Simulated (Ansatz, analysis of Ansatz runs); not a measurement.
## Reproducing a measured vacancy formation: monovacancy in Pt

Aim: the vacancy formation of the monovacancy in Pt, to be set beside the measurement. Set-up: PBE, 64-site cell, measured lattice, 420 eV, k: 3x3x3 Gamma-centred. The model is a cell of 64 host atoms with 1 Pt taken out. The formation energy is the energy of the cell with the vacancy less that of the same number of atoms in the perfect cell.

**The experiment.** Vacancy formation energy: 1.35 eV (quoted in “Nonuniversal structure of point defects in face-centered cubic metals”, 2021, Pui-Wai Ma and S. L. Dudarev, quoting earlier work (1991)). Vacancy formation energy: 1.32 eV, by positron annihilation (source inferred, footnote marker illegible) (quoted in “Vacancy-formation energies for fcc and bcc transition metals”, 1995, T. Korhonen, M. J. Puska, R. M. Nieminen, quoting earlier work (1987)).

Program: Ansatz 0.2.0. Level of theory: plane-wave PAW DFT, PBE; relaxation of all atoms of a defect supercell. Results are calculated unless marked as measured.

### 1. The starting structure

The cell holds 63 atoms: 63 Pt. Its edges and angles: a = 11.093 Å, b = 11.093 Å, c = 11.093 Å, α = 60.0°, β = 60.0°, γ = 60.0°. It derives from Pt (space group Fm-3m). Nearest the centre at fractional (0.500, 0.500, 0.500): Pt31 at 2.77 Å, Pt28 at 2.77 Å, Pt27 at 2.77 Å, Pt45 at 2.77 Å, Pt42 at 2.77 Å, Pt43 at 2.77 Å, Pt40 at 2.77 Å, Pt58 at 2.77 Å.

The host's primitive cell comes from a first run (plane-wave PAW DFT, PBE; relaxation of the host's atoms at the measured cell): vectors of 2.773, 2.773 and 2.773 Å. That is 15.08 Å³ an atom. The supercell is built on it.

### 2. Relaxation, charge 0

Every later number rests on the structure around the defect, so the atoms are relaxed at the host's lattice first.

The input, relax/input.yaml:

```yaml
relax:
  f_tol: 0.02
  max_steps: 80
  escape_saddle: false
crystal:
  lattice:
    - [0.0, 7.8436, 7.8436]
    - [7.8436, 0.0, 7.8436]
    - [7.8436, 7.8436, 0.0]
  atoms:
    - { symbol: Pt, position: [0.0, 0.0, 0.0] }
    - { symbol: Pt, position: [0.0, 0.0, 0.25] }
    - { symbol: Pt, position: [0.0, 0.0, 0.5] }
    - { symbol: Pt, position: [0.0, 0.0, 0.75] }
    - { symbol: Pt, position: [0.0, 0.25, 0.0] }
    - { symbol: Pt, position: [0.0, 0.25, 0.25] }
    - { symbol: Pt, position: [0.0, 0.25, 0.5] }
    - { symbol: Pt, position: [0.0, 0.25, 0.75] }
    - { symbol: Pt, position: [0.0, 0.5, 0.0] }
    - { symbol: Pt, position: [0.0, 0.5, 0.25] }
    - { symbol: Pt, position: [0.0, 0.5, 0.5] }
    - { symbol: Pt, position: [0.0, 0.5, 0.75] }
    - { symbol: Pt, position: [0.0, 0.75, 0.0] }
    - { symbol: Pt, position: [0.0, 0.75, 0.25] }
    - { symbol: Pt, position: [0.0, 0.75, 0.5] }
    - { symbol: Pt, position: [0.0, 0.75, 0.75] }
    - { symbol: Pt, position: [0.25, 0.0, 0.0] }
    - { symbol: Pt, position: [0.25, 0.0, 0.25] }
    - { symbol: Pt, position: [0.25, 0.0, 0.5] }
    - { symbol: Pt, position: [0.25, 0.0, 0.75] }
    - { symbol: Pt, position: [0.25, 0.25, 0.0] }
    - { symbol: Pt, position: [0.25, 0.25, 0.25] }
    - { symbol: Pt, position: [0.25, 0.25, 0.5] }
    - { symbol: Pt, position: [0.25, 0.25, 0.75] }
    - { symbol: Pt, position: [0.25, 0.5, 0.0] }
    - { symbol: Pt, position: [0.25, 0.5, 0.25] }
    - { symbol: Pt, position: [0.25, 0.5, 0.5] }
    - { symbol: Pt, position: [0.25, 0.5, 0.75] }
    - { symbol: Pt, position: [0.25, 0.75, 0.0] }
    - { symbol: Pt, position: [0.25, 0.75, 0.25] }
    - { symbol: Pt, position: [0.25, 0.75, 0.5] }
    - { symbol: Pt, position: [0.25, 0.75, 0.75] }
    - { symbol: Pt, position: [0.5, 0.0, 0.0] }
    - { symbol: Pt, position: [0.5, 0.0, 0.25] }
    - { symbol: Pt, position: [0.5, 0.0, 0.5] }
    - { symbol: Pt, position: [0.5, 0.0, 0.75] }
    - { symbol: Pt, position: [0.5, 0.25, 0.0] }
    - { symbol: Pt, position: [0.5, 0.25, 0.25] }
    - { symbol: Pt, position: [0.5, 0.25, 0.5] }
    - { symbol: Pt, position: [0.5, 0.25, 0.75] }
    - { symbol: Pt, position: [0.5, 0.5, 0.0] }
    - { symbol: Pt, position: [0.5, 0.5, 0.25] }
    - { symbol: Pt, position: [0.5, 0.5, 0.75] }
    - { symbol: Pt, position: [0.5, 0.75, 0.0] }
    - { symbol: Pt, position: [0.5, 0.75, 0.25] }
    - { symbol: Pt, position: [0.5, 0.75, 0.5] }
    - { symbol: Pt, position: [0.5, 0.75, 0.75] }
    - { symbol: Pt, position: [0.75, 0.0, 0.0] }
    - { symbol: Pt, position: [0.75, 0.0, 0.25] }
    - { symbol: Pt, position: [0.75, 0.0, 0.5] }
    - { symbol: Pt, position: [0.75, 0.0, 0.75] }
    - { symbol: Pt, position: [0.75, 0.25, 0.0] }
    - { symbol: Pt, position: [0.75, 0.25, 0.25] }
    - { symbol: Pt, position: [0.75, 0.25, 0.5] }
    - { symbol: Pt, position: [0.75, 0.25, 0.75] }
    - { symbol: Pt, position: [0.75, 0.5, 0.0] }
    - { symbol: Pt, position: [0.75, 0.5, 0.25] }
    - { symbol: Pt, position: [0.75, 0.5, 0.5] }
    - { symbol: Pt, position: [0.75, 0.5, 0.75] }
    - { symbol: Pt, position: [0.75, 0.75, 0.0] }
    - { symbol: Pt, position: [0.75, 0.75, 0.25] }
    - { symbol: Pt, position: [0.75, 0.75, 0.5] }
    - { symbol: Pt, position: [0.75, 0.75, 0.75] }
basis:
  ecutwfc: 420
  xc_grid: 2
hamiltonian:
  xc: pbe
kpoints:
  mp_grid: { grid: [3, 3, 3] }
scf:
  occupations: { method: methfessel_paxton, width: 0.1 }
  max_iter: 120
output:
  forces: true
checkpoint:
  write: "../relax.run"
  compress: false
  write_wavefunctions: true
  write_every: 100000
```

Launch:

```sh
ansatz run input.yaml --threads 4 --pin off --max-ram 14131MiB --backend cpu --events-out ev --progress --plain --runs-dir out
```

Numbers of over 12 decimals in the logs are rounded to 6 here.

What it wrote:

```text
[... repeated set-up lines and file paths are left out, and long positions are rounded to six places ...]
Engine: ansatz 0.2.0, aarch64-unknown-linux-gnu
Pseudopotentials: kind: paw
Pseudopotential: Pt, paw, valence charge 18, recommended cutoff 420 eV (normal), Pt.paw.azcp
Functional definition: PBE
  parameter kappa = 0.804
  parameter beta = 0.066725
  exchange = pbe_x(kappa = kappa, mu = beta*pi^2/3)
  correlation = pbe_c(beta = beta)
Crystal: 63 atoms, lattice volume = 965.109 Å³
Basis set: ecut = 420 eV, 18883 PW (Γ), exchange–correlation on 150×150×150 points (8 copies of the dense FFT grid, shifted against one another)
Bands: 681, of which v1, the nominal top of the filled ones, is band 567 counted from 1 (566 counted from 0)
Symmetry: 48 space group operations
Space group: Fm-3m (ITA 225), of the structure as read, at distance tolerance 9.9e-5 Å
k-points: 4 of 27
Non-local potential: Pt, projectors of the file, l = 0: 3, l = 1: 2, l = 2: 2, l = 3: 1
PAW form: soft (Blöchl's): semilocal exchange-correlation on the pseudo side does not see the compensation charge
PAW one-centre angular grid: Pt, 590 points (default); XC on 64 Gauss nodes
Initial density: superposition of atomic densities (neutral atoms: chi_scale 0, normalization atom), corrected by the library's trained network
Initial wavefunctions: pseudopotential atomic-orbital guess
Functional: x = pbe(κ = 0.804, μ = 0.219515), c = pbe(β = 0.066725)
SCF iter   1: F=—  HF=-788948.249423 eV  |F-HF|=—  |Δ(HF+E_count)|=         —  Δρ=4.19e-3  dr2=8.52e-2  ethr=1.77e-3  ⟨swp⟩=5.0  Hψ=9096  notcnv=0  defer=195
preconditioner: auto → Kerker (q_TF=auto, 2.803 Å⁻¹)  [metal: Δε(μ)=0.014 eV  Ē_g=8.519 eV  σ=0.100 eV  W_gap=0.11  n_scr=338 (ndim 8)  ℏωp=30.0 eV  f_vac=0.005  D(μ)=138.57/eV (n_scr^D=2108)]
SCF iter   2: F=—  HF=-788948.296511 eV  |F-HF|=—  |Δ(HF+E_count)|=   4.71e-2  S|Δr|=    0.00e0  Δρ=2.20e-3  dr2=2.46e-2  ethr=7.51e-6  ⟨swp⟩=2.0  Hψ=4196  notcnv=0  defer=221
SCF iter   3: F=—  HF=-788948.306590 eV  |F-HF|=—  |Δ(HF+E_count)|=   1.01e-2  S|Δr|=    0.00e0  Δρ=2.52e-4  dr2=9.56e-4  ethr=2.17e-6  ⟨swp⟩=2.0  Hψ=3618  notcnv=0  defer=221
SCF iter   4: F=—  HF=-788948.310337 eV  |F-HF|=—  |Δ(HF+E_count)|=   3.75e-3  S|Δr|=    0.00e0  Δρ=6.06e-5  dr2=1.05e-4  ethr=8.43e-8  ⟨swp⟩=2.0  Hψ=3547  notcnv=0  defer=221
SCF iter   5: F=-788948.310335 eV  HF=-788948.310342 eV  |F-HF|=6.98e-6  |Δ(HF+E_count)|=   4.41e-6  S|Δr|=    0.00e0  Δρ=1.81e-5  dr2=9.52e-6  ethr=8.82e-10  ⟨swp⟩=3.0  Hψ=9220  notcnv=0
SCF 1 converged in 5 iterations: F = -788948.310335 eV  dr2 = 9.52e-6
  greatest PAW one-centre occupation: 1.000 electrons in one spin orbital (limit 2), on the Pt atom at site 54 (counted from 0), in its partial waves of l = 0
relax step   1: F+E_penalty+E_count = -788948.31033462 eV  Δ(F+E_penalty+E_count) = +0.000e0 eV  max|allowed force component| = 5.984e-1 eV/Å  Δτ_max = 0.0000 Å  (5 SCF iters, dr2 threshold 1.00e-5 eV, accepted)
[... the SCF cycles and remarks between the steps are left out from here to the last step ...]
relax step   2: F+E_penalty+E_count = -788948.37044483 eV  Δ(F+E_penalty+E_count) = -6.011e-2 eV  max|allowed force component| = 6.163e-1 eV/Å  Δτ_max = 0.1414 Å  (6 SCF iters, dr2 threshold 2.24e-5 eV, accepted)
relax step   3: F+E_penalty+E_count = -788948.75723288 eV  Δ(F+E_penalty+E_count) = -3.868e-1 eV  max|allowed force component| = 2.383e-2 eV/Å  Δτ_max = 0.0606 Å  (5 SCF iters, dr2 threshold 2.37e-5 eV, accepted)
relax step   4: F+E_penalty+E_count = -788948.75724481 eV  Δ(F+E_penalty+E_count) = -1.193e-5 eV  max|allowed force component| = 2.380e-2 eV/Å  Δτ_max = 0.0000 Å  (5 SCF iters, accepted)
SCF iter   1: F=—  HF=-788948.754452 eV  |F-HF|=—  |Δ(HF+E_count)|=         —  Δρ=2.41e-4  dr2=3.87e-4  ethr=9.78e-7  ⟨swp⟩=4.0  Hψ=5649  notcnv=0  defer=220
SCF iter   2: F=—  HF=-788948.754387 eV  |F-HF|=—  |Δ(HF+E_count)|=   6.51e-5  S|Δr|=    0.00e0  Δρ=1.26e-4  dr2=1.10e-4  ethr=3.42e-8  ⟨swp⟩=1.0  Hψ=3136  notcnv=0  defer=223
SCF iter   3: F=—  HF=-788948.754492 eV  |F-HF|=—  |Δ(HF+E_count)|=   1.06e-4  S|Δr|=    0.00e0  Δρ=1.28e-5  dr2=2.83e-6  ethr=9.71e-9  ⟨swp⟩=2.2  Hψ=3106  notcnv=0  defer=223
SCF iter   4: F=—  HF=-788948.757951 eV  |F-HF|=—  |Δ(HF+E_count)|=   3.46e-3  S|Δr|=    0.00e0  Δρ=2.83e-6  dr2=2.78e-7  ethr=2.49e-10  ⟨swp⟩=2.0  Hψ=3412  notcnv=0  defer=223
SCF iter   5: F=-788948.757951 eV  HF=-788948.757951 eV  |F-HF|=1.90e-8  |Δ(HF+E_count)|=   2.01e-8  S|Δr|=    0.00e0  Δρ=7.54e-7  dr2=2.30e-8  ethr=8.82e-12  ⟨swp⟩=3.0  Hψ=7061  notcnv=0
SCF 5 converged in 5 iterations: F = -788948.757951 eV  dr2 = 2.30e-8
relax step   5: F+E_penalty+E_count = -788948.75795064 eV  Δ(F+E_penalty+E_count) = -7.058e-4 eV  max|allowed force component| = 3.293e-3 eV/Å  Δτ_max = 0.0022 Å  (5 SCF iters, accepted)
NSCF: frozen V_eff on 4 k-points
the band table was solved once a step of the walk had ended and its energy, with any forces and stress, was formed, with the checks that follow a solve (7988 applications of the Hamiltonian). They found nothing against the state; [...]
SCF converged after 5 iterations
Stability not checked: this state was not tested for a lower state beside it, because cold or Methfessel-Paxton smearing, or corrected tetrahedra, fill the levels in a way that the test cannot read (fill_not_monotonic; see scf.lower_state_search)
Free energy (F): -788948.757951 eV
Harris-Foulkes:  -788948.757951 eV  (|F-HF|=1.90e-8)
Internal energy: -788948.696264 eV  (E = F + TS)
E sigma→0 (E₀):  -788948.742529 eV
Entropy (-TS):   -0.061686 eV (-0.979 meV/atom)
Fermi energy:    22.960880 eV
--- Per-component energies (eV) ---
  E_band       = -8568.093184
  E_kinetic    = 40205.433396
  E_local      = -94716.949950  (includes V_loc(G=0)·N_el)
  E_nonlocal   = 12588.400665
  E_hartree    = 35315.301752
  E_xc         = -16508.888496
  E_vxc        = -19101.881821  (∫ρ·V_xc dr)
  E_paw        = -595602.541742  (= ΣΔE_a)
  E_vpaw       = -18173.714889  (= ΣTr[D̂ρ^β])
  E_aug_tail   = 0.012933  (compensation charges beyond the density's cutoff)
  E_ewald      = -170229.464822
  E_smearing   = -0.061686  (= −TS)
  E_closure    = -0.000000  (closes the sum)
  Σ components = -788948.757951   (vs F -788948.757951, Δ=0.00e0)
--- Forces (eV/Å), atoms counted from 1 ---
  atom   1  Pt    -0.00000000    -0.00000000    -0.00000000
  atom   2  Pt    -0.00111766    -0.00111766     0.00000000
  [... 24 atoms left out ...]
  atom  27  Pt     0.00000000     0.00176192     0.00176192
  atom  28  Pt    -0.00176192     0.00000000     0.00176192
  [... 2 atoms left out ...]
  atom  31  Pt    -0.00176192     0.00176192    -0.00000000
  [... 8 atoms left out ...]
  atom  40  Pt    -0.00000000    -0.00176192     0.00176192
  [... 1 atom left out ...]
  atom  42  Pt     0.00176192     0.00176192    -0.00000000
  atom  43  Pt    -0.00176192    -0.00176192     0.00000000
  [... 1 atom left out ...]
  atom  45  Pt     0.00000000     0.00176192    -0.00176192
  [... 8 atoms left out ...]
  atom  54  Pt     0.00176192    -0.00176192     0.00000000
  [... 2 atoms left out ...]
  atom  57  Pt     0.00176192    -0.00000000    -0.00176192
  atom  58  Pt     0.00000000    -0.00176192    -0.00176192
  [... 5 atoms left out ...]
  max |Σ_I F_I| component: 9.68e-18 eV/Å
--- Band table (eV) ---
  k-point 0: bands = ["-75.5642", "-75.5584", "-75.5584", "-75.5584", [... 673 left out ...] "33.7207", "33.7207", "33.7589", "33.7589"]
  k-point 1: bands = ["-75.5638", "-75.5592", "-75.5582", "-75.5582", [... 673 left out ...] "33.1423", "33.1423", "33.2367", "33.3674"]
  [... further k-points left out ...]
--- Relaxed structure (5 steps of the walk, 5 accepted, 0 SCFs on fresh bases) ---
  F+E_penalty+E_count = -788948.75795064 eV   max|allowed force component| = 3.293e-3 eV/Å
  atoms:
    - { symbol: Pt, position: [1.7892797679999732e-19, -1.9560305495671064e-19, 0] }
    - { symbol: Pt, position: [0, 0, 0.250527] }
    [... 24 atoms left out ...]
    - { symbol: Pt, position: [0.257090, 0.5, 0.5] }
    - { symbol: Pt, position: [0.257090, 0.500000, 0.742910] }
    [... 2 atoms left out ...]
    - { symbol: Pt, position: [0.257090, 0.742910, 0.500000] }
    [... 8 atoms left out ...]
    - { symbol: Pt, position: [0.500000, 0.257090, 0.742910] }
    [... 1 atom left out ...]
    - { symbol: Pt, position: [0.5, 0.5, 0.257090] }
    - { symbol: Pt, position: [0.5, 0.5, 0.742910] }
    [... 1 atom left out ...]
    - { symbol: Pt, position: [0.500000, 0.742910, 0.257090] }
    [... 8 atoms left out ...]
    - { symbol: Pt, position: [0.742910, 0.257090, 0.500000] }
    [... 2 atoms left out ...]
    - { symbol: Pt, position: [0.742910, 0.500000, 0.257090] }
    - { symbol: Pt, position: [0.742910, 0.5, 0.5] }
    [... 5 atoms left out ...]
```

Elapsed: 4.6 min, on 4 threads of Arm Neoverse V2, shared host; peak memory 11 GiB; 18 min of CPU time.

The steps of the relaxation:

| step | energy less that of the first step (eV) | largest force component (eV/Å) |
| --- | --- | --- |
| 1 | 0.0000 | 0.5984 |
| 2 | -0.0601 | 0.6163 |
| 3 | -0.4469 | 0.0238 |
| 4 | -0.4469 | 0.0238 |
| 5 | -0.4476 | 0.0033 |

The run keeps the 48 symmetry operations that it works with, so distortions that break them were not tested.

The atoms that moved most (Å):

| atom | dx | dy | dz | length |
| --- | --- | --- | --- | --- |
| Pt43 | -0.056 | -0.056 | 0.000 | 0.079 |
| Pt58 | 0.000 | -0.056 | -0.056 | 0.079 |
| Pt46 | -0.056 | 0.000 | -0.056 | 0.079 |
| Pt28 | -0.056 | 0.000 | 0.056 | 0.079 |
| Pt40 | 0.000 | -0.056 | 0.056 | 0.079 |
| Pt31 | -0.056 | 0.056 | 0.000 | 0.079 |
| Pt57 | 0.056 | 0.000 | -0.056 | 0.079 |
| Pt54 | 0.056 | -0.056 | 0.000 | 0.079 |

The atoms nearest to the centre after the run:

| atom | distance (Å) |
| --- | --- |
| Pt43 | 2.694 |
| Pt58 | 2.694 |
| Pt46 | 2.694 |
| Pt28 | 2.694 |
| Pt40 | 2.694 |
| Pt31 | 2.694 |
| Pt57 | 2.694 |
| Pt54 | 2.694 |
| Pt45 | 2.694 |
| Pt42 | 2.694 |
| Pt27 | 2.694 |
| Pt39 | 2.694 |

This step gave:

```
free energy      : -788948.7580 eV
smearing term TS : 0.06169 eV
```

### 3. Defect-free supercell

The perfect cell is run with the same cutoff and k-points as the defect cell, so that sampling errors largely cancel in the difference.

This step: plane-wave PAW DFT, PBE; single point of the defect-free supercell.

System of this step: The cell holds 64 atoms: 64 Pt. Cell: a = 11.093 Å, b = 11.093 Å, c = 11.093 Å, α = 60.0°, β = 60.0°, γ = 60.0°.

The input, host/input.yaml:

```yaml
crystal:
  lattice:
    - [0.0, 7.8436, 7.8436]
    - [7.8436, 0.0, 7.8436]
    - [7.8436, 7.8436, 0.0]
  atoms:
    - { symbol: Pt, position: [0.0, 0.0, 0.0] }
    - { symbol: Pt, position: [0.0, 0.0, 0.25] }
    - { symbol: Pt, position: [0.0, 0.0, 0.5] }
    - { symbol: Pt, position: [0.0, 0.0, 0.75] }
    - { symbol: Pt, position: [0.0, 0.25, 0.0] }
    - { symbol: Pt, position: [0.0, 0.25, 0.25] }
    - { symbol: Pt, position: [0.0, 0.25, 0.5] }
    - { symbol: Pt, position: [0.0, 0.25, 0.75] }
[... 50 atom lines left out ...]
    - { symbol: Pt, position: [0.75, 0.5, 0.5] }
    - { symbol: Pt, position: [0.75, 0.5, 0.75] }
    - { symbol: Pt, position: [0.75, 0.75, 0.0] }
    - { symbol: Pt, position: [0.75, 0.75, 0.25] }
    - { symbol: Pt, position: [0.75, 0.75, 0.5] }
    - { symbol: Pt, position: [0.75, 0.75, 0.75] }
basis:
  ecutwfc: 420
  xc_grid: 2
hamiltonian:
  xc: pbe
kpoints:
  mp_grid: { grid: [3, 3, 3] }
scf:
  occupations: { method: methfessel_paxton, width: 0.1 }
  max_iter: 120
output:
  forces: true
```

What it wrote:

```text
[...]
Crystal: 64 atoms, lattice volume = 965.109 Å³
Basis set: ecut = 420 eV, 18883 PW (Γ), exchange–correlation on 150×150×150 points (8 copies of the dense FFT grid, shifted against one another)
Bands: 692, of which v1, the nominal top of the filled ones, is band 576 counted from 1 (575 counted from 0)
Symmetry: 3072 space group operations
[...]
k-points: 4 of 27
[...]
SCF iter   1: F=—  HF=-801471.920434 eV  |F-HF|=—  |Δ(HF+E_count)|=         —  Δρ=3.07e-3  dr2=1.60e-2  ethr=1.77e-3  ⟨swp⟩=5.2  Hψ=9300  notcnv=0  defer=170
[...]
SCF iter   5: F=-801471.972625 eV  HF=-801471.972625 eV  |F-HF|=2.63e-8  |Δ(HF+E_count)|=   7.26e-7  S|Δr|=    0.00e0  Δρ=7.61e-6  dr2=2.31e-7  ethr=8.38e-11  ⟨swp⟩=3.0  Hψ=7105  notcnv=0
SCF 1 converged in 5 iterations: F = -801471.972625 eV  dr2 = 2.31e-7
[...]
SCF converged after 5 iterations
[...]
Free energy (F): -801471.972625 eV
[...]
Internal energy: -801471.829258 eV  (E = F + TS)
E sigma→0 (E₀):  -801471.936783 eV
Entropy (-TS):   -0.143367 eV (-2.240 meV/atom)
Fermi energy:    23.431393 eV
[...]
```

Wall time 52 s (4 threads); peak memory 8.7 GiB.

In the SCF lines HF is the Harris–Foulkes energy and dr2 the Hartree energy of the density residual, in eV; the loop may stop once dr2 is under the threshold and the program's other checks hold. Hψ counts applications of the Hamiltonian.

This step gave:

```yaml
free_energy: -801471.9726 eV
smearing_term_ts: 0.1434 eV
```

### 4. Outcome

This set-up is not sound: off the functional's own lattice the cell is under pressure, and the pressure times the atomic volume enters this difference of energies. For the record: Vacancy formation energy: computed 0.20 eV, measured 1.35 eV and 1.32 eV; 1.12 eV below the nearest measurement.

[Logs are printed without paths, hosts, clocks, repeated set-up lines and the standing remarks that a program may print on its own settings, such as how far it seeks lower states.]

[Hosts, paths, dates, database ids (printed as entryN), source tags and the programs' standing remarks are cut or masked in the printed files.]

[For some hosts the program warned that the k-mesh of the response run may be too coarse for force constants and the static dielectric constant; such warnings are not shown here.]
